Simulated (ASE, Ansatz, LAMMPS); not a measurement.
## Localised basis functions on (8,0) carbon nanotube bundle (160 atoms)

Aim: test how closely localised support functions follow the reference on (8,0) carbon nanotube bundle (160 atoms), and at what cost. A setting counts as converged where the r.m.s. difference of forces stays under 1 % of the r.m.s. force.

Program: Ansatz 0.2.0. Level of theory: Kohn-Sham DFT, PBE+D4, PAW (set soft_2), plane waves. Results are calculated unless marked as measured.

## 1. The starting structure

The cell holds 160 atoms: 160 C. Cell: a = 9.564 Å, b = 9.564 Å, c = 21.304 Å, α = 90.0°, β = 90.0°, γ = 120.0°. It derives from C (graphene). Graphene sheet (a = 2.46 Å) rolled into a (8,0) tube of diameter 6.26 Å, 5 periods, hexagonal bundle with 3.3 Å between walls; then minimised and run for 3 ps at 600 K (NVT) with a classical potential, last frame taken.

## 2. The classical run that made the cell

A classical potential prepares the built cell, by minimisation and a short run of dynamics.

This step: classical potential: AIREBO (Stuart, Tutein and Harrison, J. Chem. Phys. 112, 6472 (2000)) (LAMMPS stable Jul 2025 - Update 4).

in.lammps reads:

```
units metal
atom_style atomic
boundary p p p
atom_modify map array
read_data structure.data
pair_style airebo 3.0 1 1
pair_coeff * * CH.airebo C
thermo_style custom step temp pe press lx ly lz fmax
thermo 300
min_style cg
minimize 0 1e-4 3000 30000
reset_timestep 0
timestep 0.001
velocity all create 1200 50175 dist gaussian
fix md all nvt temp 600 600 0.1
run 3000
write_data relaxed.data nocoeff
```

The run is started by

```
$ lmp -in in.lammps -log log.lammps -screen none -nocite
```

Numbers of over 12 decimals in the logs are rounded to 6 here.

Output:

```text
LAMMPS (22 Jul 2025 - Update 4)
  160 atoms
   Step          Temp          PotEng         Press            Lx             Ly             Lz            Fmax     
         0   0             -1170.9202     -45029.938      9.5643386      8.2829602      21.304225      0.2236429    
        42   0             -1171.122      -64562.375      9.5643386      8.2829602      21.304225      6.9716229e-06
Loop time of 1.43036 on 1 procs for 42 steps with 160 atoms
Minimization stats:
  Stopping criterion = force tolerance
  Energy initial, next-to-last, final = 
     -1170.92022735042  -1171.12204854337  -1171.12204854349
  Force two-norm initial, final = 3.0945146 5.8330381e-05
  Force max component initial, final = 0.2236429 6.9716229e-06
  Iterations, force evaluations = 42 84
   Step          Temp          PotEng         Press            Lx             Ly             Lz            Fmax     
         0   1200          -1171.122      -48954.066      9.5643386      8.2829602      21.304225      6.9716229e-06
       300   572.95758     -1159.1091     -65216.159      9.5643386      8.2829602      21.304225      5.8297991    
       600   704.33604     -1159.6311     -56688.285      9.5643386      8.2829602      21.304225      6.3337733    
       900   591.19841     -1160.1186     -52443.135      9.5643386      8.2829602      21.304225      6.2766325    
      1200   647.92288     -1158.7459     -56964.558      9.5643386      8.2829602      21.304225      7.2907362    
      1500   547.44046     -1159.5141     -58257.018      9.5643386      8.2829602      21.304225      5.4189941    
      1800   584.66985     -1157.9839     -50742.696      9.5643386      8.2829602      21.304225      5.4524152    
      2100   523.65079     -1160.321      -64681.599      9.5643386      8.2829602      21.304225      5.0706946    
      2400   611.83876     -1159.0284     -48308.258      9.5643386      8.2829602      21.304225      6.0507903    
      2700   556.41617     -1158.3626     -50590.437      9.5643386      8.2829602      21.304225      7.2882489    
      3000   595.79335     -1158.2264     -60800.739      9.5643386      8.2829602      21.304225      6.7647624    
Loop time of 23.8697 on 1 procs for 3000 steps with 160 atoms
```

Elapsed: 27 s, on 1 thread of Intel Xeon at 2.80GHz (Skylake/Cascade Lake), shared host.

## 3. Plane-wave single point

The first run fixes the reference, at a cutoff of 420 eV.

input.yaml reads:

```yaml
crystal:
  lattice:
    - [9.56434, 0.0, 0.0]
    - [-4.78217, 8.28296, 0.0]
    - [0.0, 0.0, 21.30422]
  atoms:
    - { symbol: C, position: [0.31523, 0.33209, 0.06809] }
    - { symbol: C, position: [0.20938, 0.37143, 0.03647] }
    - { symbol: C, position: [0.06699, 0.34365, 0.06787] }
    - { symbol: C, position: [0.92639, 0.27911, 0.03451] }
    - { symbol: C, position: [0.22251, 0.39226, 0.17025] }
    - { symbol: C, position: [0.0756, 0.35698, 0.13576] }
    - { symbol: C, position: [0.77492, 0.16655, 0.0683] }
    - { symbol: C, position: [0.67759, 0.01971, 0.03384] }
    - { symbol: C, position: [0.933, 0.27616, 0.16798] }
    - { symbol: C, position: [0.78073, 0.17328, 0.13565] }
    - { symbol: C, position: [0.63607, 0.8787, 0.06614] }
    - { symbol: C, position: [0.63152, 0.74736, 0.03237] }
    - { symbol: C, position: [0.67547, 0.02997, 0.16734] }
    - { symbol: C, position: [0.6262, 0.87997, 0.13408] }
    - { symbol: C, position: [0.67457, 0.64597, 0.06576] }
    - { symbol: C, position: [0.78222, 0.6156, 0.0297] }
    - { symbol: C, position: [0.62951, 0.74695, 0.16806] }
    - { symbol: C, position: [0.67709, 0.64838, 0.13157] }
    - { symbol: C, position: [0.9119, 0.62265, 0.06263] }
    - { symbol: C, position: [0.06623, 0.69774, 0.02843] }
    - { symbol: C, position: [0.78093, 0.60774, 0.16677] }
    - { symbol: C, position: [0.9134, 0.63133, 0.13066] }
    - { symbol: C, position: [0.1901, 0.82521, 0.06656] }
    - { symbol: C, position: [0.30573, 0.98001, 0.02892] }
    - { symbol: C, position: [0.06505, 0.73034, 0.16434] }
    - { symbol: C, position: [0.19412, 0.84518, 0.13315] }
    - { symbol: C, position: [0.38193, 0.12742, 0.06791] }
    - { symbol: C, position: [0.38624, 0.25826, 0.03611] }
    - { symbol: C, position: [0.29574, 0.98787, 0.16683] }
    - { symbol: C, position: [0.3779, 0.13684, 0.13499] }
    - { symbol: C, position: [0.38316, 0.26477, 0.16922] }
    - { symbol: C, position: [0.3393, 0.36054, 0.13425] }
    [... 122 atom lines left out ...]
    - { symbol: C, position: [0.36296, 0.11653, 0.86835] }
    - { symbol: C, position: [0.37822, 0.24967, 0.83561] }
    - { symbol: C, position: [0.31336, 0.9709, 0.96362] }
    - { symbol: C, position: [0.37976, 0.12762, 0.93665] }
    - { symbol: C, position: [0.38125, 0.25655, 0.96769] }
    - { symbol: C, position: [0.31799, 0.34295, 0.93557] }
kpoints:
  mp_grid: { grid: [2, 2, 1] }
hamiltonian:
  xc: pbe
  dispersion: d4
scf:
  occupations: { method: gaussian, width: 0.025 }
output:
  forces: true
  stress: true
  populations: true
  dos:
    method: { smearing: { sigma: 0.15 } }
    de: 0.1
    projected: { site_lists: { C: [C] } }
  eigenvalues: true
  write_density: true
  write_potential: true
  volumetric_format: npy
```

The run is started by

```
$ ansatz run input.yaml --threads 8 --pin off --max-ram 15872MiB --backend cpu --events-out ev --progress --plain --runs-dir out
```

Output:

```text
Engine: ansatz 0.2.0, aarch64-unknown-linux-gnu
Pseudopotentials: kind: paw
Pseudopotential: C, paw, valence charge 4, recommended cutoff 420 eV (normal), C.paw.azcp
[... 5 lines on functional and potentials left out ...]
Crystal: 160 atoms, lattice volume = 1687.743 Å³
Basis set: ecut = 420 eV, 32927 PW (Γ), exchange–correlation on 128×128×288 points (8 copies of the dense FFT grid, shifted against one another)
Bands: 480, of which v1, the nominal top of the filled ones, is band 320 counted from 1 (319 counted from 0)
Symmetry: 1 space group operations
Space group: P1 (ITA 1), of the structure as read, at distance tolerance 1.2e-4 Å
k-points: 4
[... 3 lines on functional and potentials left out ...]
Initial density: superposition of atomic densities (neutral atoms: chi_scale 0, normalization atom), corrected by the library's trained network
Initial wavefunctions: pseudopotential atomic-orbital guess
Functional: x = pbe(κ = 0.804, μ = 0.219515), c = pbe(β = 0.066725)
SCF iter   1: F=—  HF=-40127.831171 eV  |F-HF|=—  |Δ(HF+E_count)|=         —  Δρ=4.96e-3  dr2=3.48e-1  ethr=1.77e-3  ⟨swp⟩=6.0  Hψ=8528  notcnv=0  defer=500
preconditioner: auto → LDOS  [insulator: Δε(μ)=0.084 eV  Ē_g=14.892 eV  σ=0.025 eV  W_gap=0.98  n_scr=350 (ndim 8)  ℏωp=22.9 eV  f_vac=0.180  D(μ)=1.34/eV (n_scr^D=2)  ε∞_Penn≈3.4  β→1.0]
SCF iter   2: F=—  HF=-40128.036028 eV  |F-HF|=—  |Δ(HF+E_count)|=   2.05e-1  Δρ=2.81e-3  dr2=3.85e-1  ethr=5.43e-5  ⟨swp⟩=2.0  Hψ=3325  notcnv=0  defer=614
SCF iter   3: F=—  HF=-40127.979047 eV  |F-HF|=—  |Δ(HF+E_count)|=   5.70e-2  Δρ=1.49e-3  dr2=1.17e-1  ethr=5.43e-5  ⟨swp⟩=2.0  Hψ=2324  notcnv=0  defer=614
SCF iter   4: F=—  HF=-40127.957724 eV  |F-HF|=—  |Δ(HF+E_count)|=   2.13e-2  Δρ=4.72e-4  dr2=8.33e-3  ethr=1.82e-5  ⟨swp⟩=2.5  Hψ=2111  notcnv=0  defer=614
SCF iter   5: F=—  HF=-40127.955637 eV  |F-HF|=—  |Δ(HF+E_count)|=   2.09e-3  Δρ=8.35e-5  dr2=3.14e-4  ethr=1.30e-6  ⟨swp⟩=2.0  Hψ=2183  notcnv=0  defer=614
SCF iter   6: F=—  HF=-40127.955628 eV  |F-HF|=—  |Δ(HF+E_count)|=   8.94e-6  Δρ=2.53e-5  dr2=2.35e-5  ethr=4.91e-8  ⟨swp⟩=2.0  Hψ=2299  notcnv=0  defer=614
SCF iter   7: F=—  HF=-40127.957493 eV  |F-HF|=—  |Δ(HF+E_count)|=   1.86e-3  Δρ=8.37e-6  dr2=2.09e-6  ethr=3.68e-9  ⟨swp⟩=2.2  Hψ=2711  notcnv=0  defer=614
SCF iter   8: F=—  HF=-40127.957493 eV  |F-HF|=—  |Δ(HF+E_count)|=   6.28e-8  Δρ=2.52e-6  dr2=1.08e-7  ethr=3.27e-10  ⟨swp⟩=2.0  Hψ=2259  notcnv=0  defer=614
SCF iter   9: F=-40127.957493 eV  HF=-40127.957493 eV  |F-HF|=4.77e-9  |Δ(HF+E_count)|=   4.48e-8  Δρ=9.51e-7  dr2=1.93e-8  ethr=1.56e-11  ⟨swp⟩=26.8  Hψ=19495  notcnv=0
SCF 1 converged in 9 iterations: F = -40127.957493 eV  dr2 = 1.93e-8
  greatest PAW one-centre occupation: 0.697 electrons in one spin orbital (limit 2), on the C atom at site 146 (counted from 0), in its partial waves of l = 0
WARN: The input density's exchange-correlation potential varies sharply where the density is thin. Do not read a vacuum level from v_tot or v_xc, or from such a field of the output density. On a cell that repeats whose density bears no net charge and no dipole along the vacuum's axis use v_es (v_loc + v_h of the components); [...]
SCF converged after 9 iterations
Free energy (F): -40127.957493 eV
Harris-Foulkes:  -40127.957493 eV  (|F-HF|=4.77e-9)
Internal energy: -40127.956956 eV  (E = F + TS)
E sigma→0 (E₀):  -40127.957225 eV
Entropy (-TS):   -0.000537 eV (-0.003 meV/atom)
Fermi energy:    5.258216 eV
--- Per-component energies (eV) ---
  E_band       = -2501.658206
  E_kinetic    = 14551.542321
  E_local      = -35093.379669  (includes V_loc(G=0)·N_el)
  E_nonlocal   = 4373.110612
  E_hartree    = 12126.445354
  E_xc         = -7673.354951
  E_vxc        = -9499.924016  (∫ρ·V_xc dr)
  E_paw        = -15893.032293  (= ΣΔE_a)
  E_vpaw       = -1085.904824  (= ΣTr[D̂ρ^β])
  E_aug_tail   = 0.001236  (compensation charges beyond the density's cutoff)
  E_ewald      = -12495.807619
  E_disp       = -23.481947  (pairwise vdW)
  E_smearing   = -0.000537  (= −TS)
  E_closure    = 0.000000  (closes the sum)
  Σ components = -40127.957493   (vs F -40127.957493, Δ=0.00e0)
--- Forces (eV/Å), atoms counted from 1 ---
  atom   1  C     -0.54904648     2.88610924     1.51709723
  atom   2  C     -0.56924230    -0.49103101    -1.38213005
  atom   3  C      1.79569453     1.67636550     1.93568621
  atom   4  C     -3.68546874    -0.89597396    -0.86983993
  atom   5  C      0.47058651     0.15803806    -1.78039206
  atom   6  C      1.66472521    -0.09638971    -1.01706039
  atom   7  C      1.58658175     1.43106427     0.38427957
  atom   8  C     -0.01772230     2.33374713    -0.66652469
  atom   9  C     -2.50287424     0.92832098     1.83728310
  atom  10  C      1.10523396     0.03849679    -1.29448639
  atom  11  C     -0.77448858    -1.30759102     1.28512356
  atom  12  C     -0.87986630    -0.28782657     0.14095176
  atom  13  C      1.38790944    -2.39217559     2.07862332
  atom  14  C      0.96837982    -0.81533144    -0.20517129
[...]
atom 159  C      0.03061664     0.35713937     1.99258182
  atom 160  C     -0.87072285    -0.44240888    -0.80236935
  max |Σ_I F_I| component: 5.00e-5 eV/Å
--- Stress (GPa, compression-positive) ---
        1.332812      -0.176921      -0.679809
       -0.176921       1.775859      -1.075013
       -0.679809      -1.075013      -0.561732
  P = ⅓ Tr σ = 0.8490 GPa (8.490 kbar)
--- Band table (eV) ---
  k-point 0: bands = ["-14.6543", "-14.4668", "-14.3752", "-14.2564", [... 464 levels ...], "13.7926", "13.8507", "13.8766", "13.8880", "13.9317", "13.9515", "13.9726", "13.9766", "13.9978", "14.0298", "14.0704", "14.0864"]
[...]
--- Löwdin populations: 160 sites ---
  site symbol       q [e]
     0      C      3.9548
     1      C      3.9665
     2      C      3.9543
[...]
159      C      3.9658
  spilling = 0.009595 (of n_electrons = 640.000000)
```

Elapsed: 3.4 min, on 8 threads of Arm Neoverse N1, shared host; peak memory 12 GiB.

In the SCF lines HF is the Harris–Foulkes energy and dr2 the Hartree energy of the density residual, in eV; the loop may stop once dr2 is under the threshold and the program's other checks hold. Hψ counts applications of the Hamiltonian.

The program notes that it cut back its work space to fit the memory limit and the exchange-correlation potential is rough where the density is thin.

Numbers from this run:

| Property | Result |
| --- | --- |
| free energy | -40127.9575 eV |
| free energy per atom | -250.7997 eV/atom |
| SCF cycles | 9 |
| pressure | 0.849 GPa |
| r.m.s. force component | 1.494 eV/Å |
| longest force | 6.136 eV/Å |
| Fermi energy | 5.258 eV |
| spacing of highest filled and lowest empty level | 0.0802 eV |
| spilling of the projection | 0.009595 |

Length of the force by element:

| element | coordination | atoms | mean length of the force (eV/Å) | spread | least | most |
| --- | --- | --- | --- | --- | --- | --- |
| C | all | 160 | 2.35 | 1.08 | 0.367 | 6.14 |

The mean of these charges, 0.038 e, is only the charge that the projection spills.

Löwdin charges by element (they lack the spilled electrons, 0.038 e an atom on average):

| element | coordination | atoms | mean charge (e) | spread | least | most |
| --- | --- | --- | --- | --- | --- | --- |
| C | all | 160 | 0.0384 | 0.0076 | 0.0171 | 0.0545 |

Density of states as counts of states in windows of 1 eV (from the Fermi level), total and the larger projections:

```
from (eV)  to (eV)  total   C p   C s
      -18      -17   23.6   8.5  14.8
      -17      -16   26.9  10.9  15.7
      -16      -15   24.6  11.0  13.2
      -15      -14   26.9  11.6  15.0
      -14      -13   21.2  11.7   9.3
      -13      -12   25.5  16.9   8.3
      -12      -11   31.3  21.4   9.7
      -11      -10   20.1  14.7   5.2
      -10       -9   37.3  30.5   6.5
       -9       -8   29.4  24.1   5.0
       -8       -7   67.6  62.2   4.5
       -7       -6   59.7  56.8   2.5
       -6       -5   45.3  43.0   1.9
       -5       -4   49.6  48.0   1.3
       -4       -3   45.8  44.9   0.7
       -3       -2   33.7  33.2   0.3
       -2       -1   21.6  21.3   0.2
       -1        0    7.8   7.7   0.1
        0        1   13.4  12.8   0.4
        1        2   27.4  25.5   1.0
        2        3   28.8  26.8   0.7
        3        4   28.2  22.5   1.4
        4        5   24.6  15.6   1.2
```

Between -21 and -18 eV lie 42 more states.

The levels nearest the highest filled one (over half full), pooled over k-points and spins:

```
level less the highest filled one (eV)  occupation
                                -0.568           2
                                -0.470           2
                                -0.263           2
                                -0.104           2
                               -0.0844           2
                                     0        1.98
                                0.0802       0.023
                                 0.117           0
                                 0.193           0
                                 0.408           0
                                 0.419           0
                                  0.43           0
```

Valence density in the ca plane at fractional y = 0.366, with atoms of C within 0.2 Å of it. It is the smooth field of the valence electrons, not physical close to the nuclei.

Values in e/Å³, 13 rows by 16 columns, each cell a mean:
```
0.4 0.5 0.7 0.3 0.3 0.6 0.6 0.4 0.2 0.7 0.7 0.6 0.2 0.7 0.9 1.1
0.1 0.1 0.2 0.1 0.1 0.2 0.1 0.1 0.1 0.2 0.2 0.2 0.0 0.1 0.2 0.3
0.0 0.0 0.0 0.0 0.0 0.0 0.0 0.0 0.0 0.0 0.0 0.0 0.0 0.0 0.0 0.0
0.0 0.0 0.0 0.0 0.0 0.0 0.0 0.0 0.0 0.0 0.0 0.0 0.0 0.0 0.0 0.0
0.0 0.0 0.0 0.0 0.0 0.0 0.0 0.0 0.0 0.0 0.0 0.0 0.0 0.0 0.0 0.0
0.0 0.0 0.0 0.0 0.0 0.0 0.1 0.0 0.0 0.0 0.0 0.0 0.0 0.0 0.0 0.0
0.2 0.2 0.2 0.1 0.1 0.2 0.3 0.2 0.1 0.1 0.1 0.1 0.1 0.1 0.1 0.2
1.0 0.4 0.6 0.6 0.7 0.5 0.4 0.9 0.6 0.5 0.2 0.6 0.5 0.7 0.2 0.5
1.7 0.4 0.8 1.6 1.6 0.8 0.5 1.7 1.5 0.9 0.3 1.5 1.6 1.5 0.3 1.0
1.2 1.1 1.5 1.1 1.0 1.6 1.4 1.1 0.8 1.6 1.1 1.7 0.6 1.7 1.0 1.6
1.1 1.4 1.5 0.7 0.8 1.7 1.6 1.1 0.5 1.6 1.3 1.3 0.3 1.3 1.3 1.6
1.7 0.5 1.0 1.7 1.7 0.9 0.6 1.7 1.5 1.2 0.4 1.6 1.4 1.4 0.3 1.3
1.3 0.5 1.0 1.3 1.2 0.8 0.6 1.3 1.3 1.2 0.5 1.6 1.0 1.5 0.5 1.3
```
Columns run along c (16.0 Å, from fractional 0.12 to 0.88 of the cell), rows up along a (9.6 Å). Atoms in or near the plane, at fractional coordinates: C at (0.14, 0.08), C at (0.13, 0.34), C at (0.27, 0.32), C at (0.27, 0.08), C at (0.37, 0.21), C at (0.34, 0.08), C at (0.34, 0.33), C at (0.47, 0.33), C at (0.43, 0.22), C at (0.47, 0.08), C at (0.56, 0.22), C at (0.53, 0.08), C at (0.67, 0.32), C at (0.63, 0.23) and more.

Electrostatic potential energy in the ca plane at fractional y = 0.366, with atoms of C within 0.2 Å of it. With pseudopotentials it is smooth inside the atoms' cores, unlike the true potential.

Ten even steps from '0' (-61 eV) to '9' (10 eV), each cell a mean:
```
98888866899998788878999987788667899986577447
99999988999998889988999998889878999998788557
99999999999999999999999999999999999999999889
99999999999999999999999999999999999999999999
99999999999999999999999999999999999999999999
99999999999999999999999999999999999999999999
99999999999999999999999999999999999999999999
99999999999999999999999999999999999999999999
99999999999999999999999999999999999999999999
99999999999999999999999999999999999999999999
99999999999999999999999999999999999999999999
99999999999999999999999999999999999999999999
99999999999999999999999999999999999999999999
88889988999988899988889999999999999999999999
33689988668744799985258657999986578646899987
00489985105500589972026204899972036203899972
22689985115622689875357425889873147414789872
87557855568876447634788875368535688864378655
86104611589984005301699971026202799861046203
87326733689985126513789973147425899873267314
55678876457744678875468756788875688657888765
00489984005400589972016202799851056104899861
11589985116511689984136202799851056215899861
77789877678877889887778756888876688767788766
```
Columns run along c (16.0 Å, from fractional 0.12 to 0.88 of the cell; values clipped at the 3rd and 97th percentile), rows up along a (9.6 Å). Atoms in or near the plane, at fractional coordinates: C at (0.14, 0.08), C at (0.13, 0.34), C at (0.27, 0.32), C at (0.27, 0.08), C at (0.37, 0.21), C at (0.34, 0.08), C at (0.34, 0.33), C at (0.47, 0.33), C at (0.43, 0.22), C at (0.47, 0.08), C at (0.56, 0.22), C at (0.53, 0.08), C at (0.67, 0.32), C at (0.63, 0.23) and more.

Löwdin charges run from +0.02 to +0.05 e, about a mean that is the spilled charge alone. Within 0.4 eV of the Fermi level the largest share is C p (96 % of the projected weight).

(Part 1 of 2 ends here.)

[Logs are printed without paths, hosts, clocks, repeated set-up lines and the standing remarks that a program may print on its own settings, such as how far it seeks lower states.]

[Hosts, paths, dates, database ids (printed as entryN), source tags and the programs' standing remarks are cut or masked in the printed files.]
